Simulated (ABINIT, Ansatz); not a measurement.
Planning a run of ABINIT 10.8.3 on BaAlGeH (P3m1). The input:

```
acell 3*1.0 Angstrom
rprim 
  4.344840000012 -0.000000000003 0.000000000000
  -2.172420000004 3.762741815391 0.000000000000
  0.000000000000 0.000000000000 5.216060000000
ntypat 4
znucl 56 13 32 1
natom 4
typat 1 2 3 4
xred 
  0.000000000000 0.000000000000 0.000000000000
  0.666666666667 0.333333333333 0.539500000000
  0.333333333333 0.666666666667 0.455100000000
  0.666666666667 0.333333333333 0.870300000000
pp_dirpath "pseudos"
pseudos "Ba.upf, Al.upf, Ge.upf, H.upf"
ecut 56
ngkpt 3 3 4
nshiftk 1
shiftk 0.11 0.21 0.31
kptopt 3
chksymbreak 0
istwfk *1
occopt 1
irdwfk 1
optdriver 99
bs_calctype 1
mbpt_sciss 0.344 eV
bs_loband 15
nband 26
bs_exchange_term 1
bs_coulomb_term 21
bs_coupling 0
bs_algorithm 2
bs_freq_mesh 0 8 0.05 eV
zcut 0.15 eV
ecuteps 3
ecutwfn 28
inclvkb 2
mdf_epsinf 14.99
irdden 1
bs_haydock_niter 300
bs_haydock_tol -0.02 0
indata_prefix "in"
outdata_prefix "out"
tmpdata_prefix "tmp"
```

```sh
OMP_NUM_THREADS=1 mpirun -n 4 abinit run.abi > log
```

Question: Estimate wall time and host memory on 4 MPI ranks of AMD EPYC 7R13 (Zen 3), shared host.

It took 41 s; on shared hardware allow 20 s to 82 s. Peak host memory was 1.3 GiB.

The kernel grows as the square of the matrix size, and full diagonalisation as its cube.

[Paths, hosts, dates, memory and timing lines, banners, echoed tables and standing remarks are left out of the program output.]

[Logs are printed without paths, hosts, clocks, repeated set-up lines and the standing remarks that a program may print on its own settings, such as how far it seeks lower states.]

[Runs of the session that timed out or met a known fault of the program may be left out.]

[Hosts, paths, dates, database ids (printed as entryN), source tags and the programs' standing remarks are cut or masked in the printed files.]

[G0W0 gaps are taken among the corrected bands and points alone; a level outside them can change the order at an edge.]

[Where Ansatz stands beside ABINIT at settings called matched, ABINIT's density can come from a denser mesh and the files from another edition; pairs whose starting gaps differed by over 0.03 eV were left out, so agreement reads better than it is.]
